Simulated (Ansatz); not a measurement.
## BP (F-43m):F_i (void), thermodynamic levels from a 54-atom cell

Charge states of F_i (void) in BP (F-43m), set against the band edges. Model: a cell of 54 host atoms with 1 F put in.

Method: place-levels on r2SCAN runs: charge-transition levels and formation energies with image-charge correction and potential alignment at the atomic sites; PAW set soft_1, in Ansatz 0.2.0.

### Step 1. The starting structure

The cell holds 55 atoms: 27 B, 27 P and 1 F. Its edges and angles: a = 9.623 Å, b = 9.623 Å, c = 9.623 Å, α = 60.0°, β = 60.0°, γ = 60.0°. It derives from BP (space group F-43m). Nearest the centre at fractional (0.750, 0.083, 0.750): F55 at 0.00 Å, B41 at 1.96 Å, B5 at 1.96 Å, B37 at 1.96 Å, B47 at 1.96 Å, P52 at 2.27 Å, P36 at 2.27 Å, P54 at 2.27 Å.

Structure file:

```xyz
55
Lattice="0.0000 6.8046 6.8046 6.8046 0.0000 6.8046 6.8046 6.8046 0.0000" Properties=species:S:1:pos:R:3 pbc="T T T"
B     0.0000    0.0000    0.0000
P     3.4023    3.4023    3.4023
B     2.2682    2.2682    0.0000
P     5.6705    5.6705    3.4023
B     4.5364    4.5364    0.0000
P     7.9386    7.9386    3.4023
B     2.2682    0.0000    2.2682
P     5.6705    3.4023    5.6705
B     4.5364    2.2682    2.2682
P     7.9386    5.6705    5.6705
B     6.8046    4.5364    2.2682
P    10.2068    7.9386    5.6705
B     4.5364    0.0000    4.5364
P     7.9386    3.4023    7.9386
B     6.8046    2.2682    4.5364
P    10.2068    5.6705    7.9386
B     9.0727    4.5364    4.5364
P    12.4750    7.9386    7.9386
B     0.0000    2.2682    2.2682
P     3.4023    5.6705    5.6705
B     2.2682    4.5364    2.2682
P     5.6705    7.9386    5.6705
B     4.5364    6.8046    2.2682
P     7.9386   10.2068    5.6705
B     2.2682    2.2682    4.5364
P     5.6705    5.6705    7.9386
B     4.5364    4.5364    4.5364
P     7.9386    7.9386    7.9386
B     6.8046    6.8046    4.5364
P    10.2068   10.2068    7.9386
B     4.5364    2.2682    6.8046
P     7.9386    5.6705   10.2068
B     6.8046    4.5364    6.8046
P    10.2068    7.9386   10.2068
B     9.0727    6.8046    6.8046
P    12.4750   10.2068   10.2068
B     0.0000    4.5364    4.5364
P     3.4023    7.9386    7.9386
B     2.2682    6.8046    4.5364
P     5.6705   10.2068    7.9386
B     4.5364    9.0727    4.5364
P     7.9386   12.4750    7.9386
B     2.2682    4.5364    6.8046
P     5.6705    7.9386   10.2068
B     4.5364    6.8046    6.8046
P     7.9386   10.2068   10.2068
B     6.8046    9.0727    6.8046
P    10.2068   12.4750   10.2068
B     4.5364    4.5364    9.0727
P     7.9386    7.9386   12.4750
B     6.8046    6.8046    9.0727
P    10.2068   10.2068   12.4750
B     9.0727    9.0727    9.0727
P    12.4750   12.4750   12.4750
F     5.6705   10.2068    5.6705
```

Screening for the image-charge correction: ε∞ = 9.31, ε0 = 9.42, computed on the host (DFPT, PBEsol, on the r2SCAN cell), and a cell off the functional's own equilibrium shifts the ionic part.

The cell's shortest repeat is 9.6 Å.

### Step 2. Charge states

A transition level is the Fermi level at which two charge states cost the same, so each charge needs its own total energy, at its own relaxed structure.

Random displacements of about 0.05 Å break the site symmetry at the start, so that the relaxation can reach a distorted minimum if there is one. Forces are taken on a 2×2×2 shifted mesh. The cell holds 1 electron more than the neutral one, with a uniform background that keeps it neutral on the whole.

The sampling was tested on the host first: at the k-points planned (1x1x1 shifted 0.25 0.25 0.25) its energy lies 0.152 eV an atom from the dense-mesh value, so the final energies take a denser sampling.

One state's input; the others differ in charge, spin, start and seed, and in occupations where the table says so.

qm1.relax/input.yaml reads:

```yaml
crystal:
  lattice:
    - [0.0, 2.26818541, 2.26818541]
    - [2.26818541, 0.0, 2.26818541]
    - [2.26818541, 2.26818541, 0.0]
  atoms:
    - { symbol: B, position: [0.0, 0.0, 0.0] }
    - { symbol: P, position: [0.75, 0.75, 0.75] }
  supercell: [3, 3, 3]
  defects: [{ interstitial: { symbol: F, position: [0.75, 0.083333, 0.75] } }]
total_charge: -1
basis:
  ecutwfc: 500
  xc_grid: 2
hamiltonian:
  xc: r2scan
  pseudopotentials: { kind: paw, azcp: { folder: soft_1 } }
kpoints:
  mp_grid: { grid: [2, 2, 2], shift: [0.5, 0.5, 0.5] }
scf:
  occupations: { method: fixed }
  max_iter: 60
output:
  forces: true
  charged_corrections: { epsilon: 9.31, static_epsilon: 9.42 }
relax:
  f_tol: 0.02
  max_steps: 80
  random_displacement: { amplitude: 0.05, seed: 8638 }
checkpoint:
  write: "../qm1.relax.run"
  compress: false
  write_wavefunctions: true
  write_every: 100000
```

Run with:

```sh
$ ansatz run input.yaml --threads 4 --pin off --max-ram 7536MiB --backend cpu --events-out ev --progress --plain --runs-dir out
```

The run of this state that the levels use, under r2SCAN:

qm1.point/input.yaml reads:

```yaml
crystal:
  checkpoint: "../qm1.relax.run"
  host: checkpoint
total_charge: -1
basis:
  ecutwfc: 500
  xc_grid: 2
hamiltonian:
  xc: r2scan
  pseudopotentials: { kind: paw, azcp: { folder: soft_1 } }
kpoints:
  mp_grid: { grid: [2, 2, 2], shift: [0.5, 0.5, 0.5] }
scf:
  occupations: { method: fixed }
  max_iter: 60
output:
  forces: true
  eigenvalues: true
  charged_corrections:
    epsilon: 9.31
    static_epsilon: 9.42
    defect_position: [0.75, 0.083333, 0.75]
  eigenstates: { localisation: true }
  populations: true
  band_densities: [{ bands: [v1, v1] }, { bands: [c1, c1] }]
  write_density: true
  write_potential: true
  volumetric_format: npy
  elf: true
checkpoint:
  read: "../qm1.relax.run"
  write: "../qm1.point.run"
  compress: false
  write_wavefunctions: false
  write_every: 100000
```

Relaxations under r2SCAN at a 2×2×2 shifted mesh; times on 4 threads of Arm Neoverse V1, shared host:

| charge | moment (μB) | occupations | outcome | steps | largest displacement against the far atoms (Å) | time |
| --- | --- | --- | --- | --- | --- | --- |
| −1 | 0 | fixed | converged | 6 | 0.06 | 2.9 min |
| 0 | 1 | fixed | converged | 6 | 0.19 | 7.1 min |

Single points under r2SCAN at a 2×2×2 shifted mesh; times on 4 threads of Arm Neoverse V1, shared host:

| charge | moment (μB) | occupations | outcome | time |
| --- | --- | --- | --- | --- |
| −1 | 0 | fixed | converged | 26 s |
| 0 | 1 | fixed | converged | 59 s |

Distances (Å) from F55 to the nearest atoms after relaxation with r2SCAN:

| charge | moment (μB) | 1. | 2. | 3. | 4. | 5. | 6. |
| --- | --- | --- | --- | --- | --- | --- | --- |
| −1 | 0 | B 2.02 | B 2.03 | B 2.03 | B 2.03 | P 2.32 | P 2.32 |
| 0 | 1 | B 1.93 | B 1.97 | B 2.01 | B 2.19 | P 2.23 | P 2.26 |

### Step 3. Placing the levels, r2SCAN

A charged cell interacts with its images and the background, and its potential has another zero than the host's. place-levels removes the first by a point-charge model, screened by the static dielectric constant since the ions have relaxed around the charge, and the second by comparing potentials at atoms far from the defect.

The host is a run of the defect-free crystal in the same cutoffs, grids and k-points, so that basis and sampling errors cancel in part in the differences. The host is run in a cell of 2 atoms on a matching mesh. Its band edges are searched through the zone by a band path, so the gap is smaller than, or equal to, that on the mesh. Chemical potentials are energies per atom of F (F2 molecule), run with the same functional and cutoff.

levels.point.yaml reads:

```yaml
host:
  run: host.point.run
states: [qm1.point.run, q0_M1.point.run]
geometry_from:
  qm1.point.run: qm1.relax.run
  q0_M1.point.run: q0_M1.relax.run
  host.point.run: host.relax.run
chemical_potentials:
  F:
    energy: -806.862156
    dataset: "<sha256 of the dataset>"
epsilon: 9.31
static_epsilon: 9.42
vertical:
  - { from: qm1.point.run, to: qm1.point_neutral.run }
```

Run with:

```sh
$ ansatz place-levels levels.point.yaml -- --threads 4 --pin off --max-ram 7536MiB
```

Numbers of over 12 decimals in the logs are rounded to 6 here.

What it wrote:

```text
[... repeated set-up lines and file paths are left out, and long positions are rounded to six places ...]
(0/-1) 0.102 eV beneath the valence edge (-0.128 eV without the band-filling correction), in the valence band
formation energy of charge 0: +3.908 eV with the Fermi level at the valence edge
formation energy of charge -1: +3.806 eV with the Fermi level at the valence edge
vertical -1 to 0: no energy, since no alignment is typed
  the change from vertical[0].from (qm1.point.run) to vertical[0].to (qm1.point_neutral.run): by its potential at epsilon 9.31 it stands at 0.790 0.136 0.787, with an rms radius of about 4.7 Å (2.7 2.7 2.7 Å across the planes of the cell's vectors); [...]
  edges by r2scan, gap 1.407 eV; the host is sampled to repeats of 19.25 Å
  the defect's cells are sampled to repeats of 19.25 Å, like sampling
  charge 0: +0.011 eV for its dipole among its images, +0.000 omitted
  charge -1: -25544.4167 eV with its correction of +0.125 eV, at epsilon 9.42, aligned at sites: +0.1322 eV, mean over 24 atomic sites at or beyond 4.81 Å from the defect at [0.7500, 0.0833, 0.7500], with +0.000000 for the charge's moments and without [...]
  of states[1] (q0_M1.point.run): a band-filling correction moves a carrier to the host's band edge, which changes its energy by -0.026 eV; band_overlap_at_count; stability_check_not_made; of the run under geometry_from: band_overlap_at_count
  of states[0] (qm1.point.run): it parts from the run at its places by a charge that spreads by about 2.7 Å along one vector (1.4 Å or more is wide), by its potential at epsilon 9.31, taken for that of held ions (one typed too small widens it), where the cell [...]
  of vertical[0].from (qm1.point.run): it parts from the run at its places by a charge that spreads by about 2.7 Å along one vector (1.4 Å or more is wide), by its potential at epsilon 9.31, taken for that of held ions (one typed too small widens it), where [...]
  of vertical[0].to (qm1.point_neutral.run): band_overlap_at_count; stability_check_not_made
```

Run time: 0.21 s. Hardware: 4 threads of Arm Neoverse V1, shared host.

Levels between the charges placed, in eV above the valence top:

|  | gap (eV) | (0/−1) |
| --- | --- | --- |
| r2SCAN | 1.41 | -0.10 |

Corrections by state:

| charge | moment (μB) | image terms and alignment (eV) | band filling (eV) | ε used | over the lowest of its charge, as the program ranks them, band filling apart (eV) |
| --- | --- | --- | --- | --- | --- |
| 0 | 1.0 | 0.011 | -0.026 | - | 0.000 |
| −1 | 0.0 | 0.125 | - | 9.42 | 0.000 |

The charged structures listed were also run neutral, and place-levels reads from each pair, by the potential or the spins, how wide the charge is by which they differ; that can be the carrier of either run.

| charge | rms radius (Å) | spread where it is widest against the cell (Å) | wide from (Å) | reading |
| --- | --- | --- | --- | --- |
| −1 | 4.7 | 2.72 | 1.36 | wide |

The neutral runs of these pairs need not share the spin of the lowest neutral state, and very wide values only mean spread over the cell.

From the program's caveats on the states, each cut to its opening words:

- charge 0 (1 μB): a band-filling correction moves a carrier to the host's band edge, which changes its energy by -0.026 eV
- charge 0 (1 μB): filled levels lie above empty ones at the fixed electron count
- charge 0 (1 μB): flagged: stability check not made
- charge −1: it parts from the run at its places by a charge that spreads by about 2.7 Å along one vector (1.4 Å or more is wide), by its potential at epsilon 9.31, taken [...]
- charge −1: its alignment with the host at atomic sites is doubtful: the mean over the far sites moves by +0.0666 eV from their farther parts to their nearer, more than [...]

Formation energies (eV), elemental references (Δμ(F) = 0.00 eV):

| charge | Fermi level at the valence top | at the conduction bottom |
| --- | --- | --- |
| 0 | 3.91 | 3.91 |
| −1 | 3.81 | 2.40 |

### Step 4. What came out

* gap of the host: 1.41 eV (r2SCAN)
* level (0/minus 1): 0.10 eV below the valence top (-0.13 eV above the valence top without the band-filling term)
* lowest of the charges placed, just above the valence top (0.02 eV): −1
* lowest of the charges placed, just below the conduction bottom (0.02 eV): −1
* lowest formation energy at mid-gap of the charges run, elemental references: 3.10 eV

What this shows: Of the charges placed (−1 and 0), −1 is the lowest from 0.02 eV above the valence top to 0.02 eV below the conduction bottom, a gap of 1.41 eV. Charges above 0 and below −1 were not placed, so these runs say nothing of levels that involve them. States placed: 0 at 1 μB; −1 at 0 μB. Other spin states or structures, where not listed, weren't placed. The program finds carriers beyond a band edge of the host and adds a band-filling term at charge 0 (-0.03 eV); steps to such a charge show no bound level, and a defect level inside a band would be read the same way. F is taken at its element; compounds, which aren't counted here, bound the chemical potentials and would shift these formation energies. The program doubts the alignment of potentials for at least one state, a sign that the cell is small. Keep in mind: r2SCAN makes the gap too small and tends to spread out bound carriers; where a gas molecule sets a chemical potential or the host's formation energy, its binding is uncorrected.

[Logs are printed without paths, hosts, clocks, repeated set-up lines and the standing remarks that a program may print on its own settings, such as how far it seeks lower states.]

[Hosts, paths, dates, database ids (printed as entryN), source tags and the programs' standing remarks are cut or masked in the printed files.]

[Where a table of states has a column of steps, it counts the stored structures, which are thinned; the runs took as many ionic steps or more.]

[A defect's name tells the site on which it was built; relaxed atoms can leave that site.]

[For some hosts the program warned that the k-mesh of the response run may be too coarse for force constants and the static dielectric constant; such warnings are not shown here.]
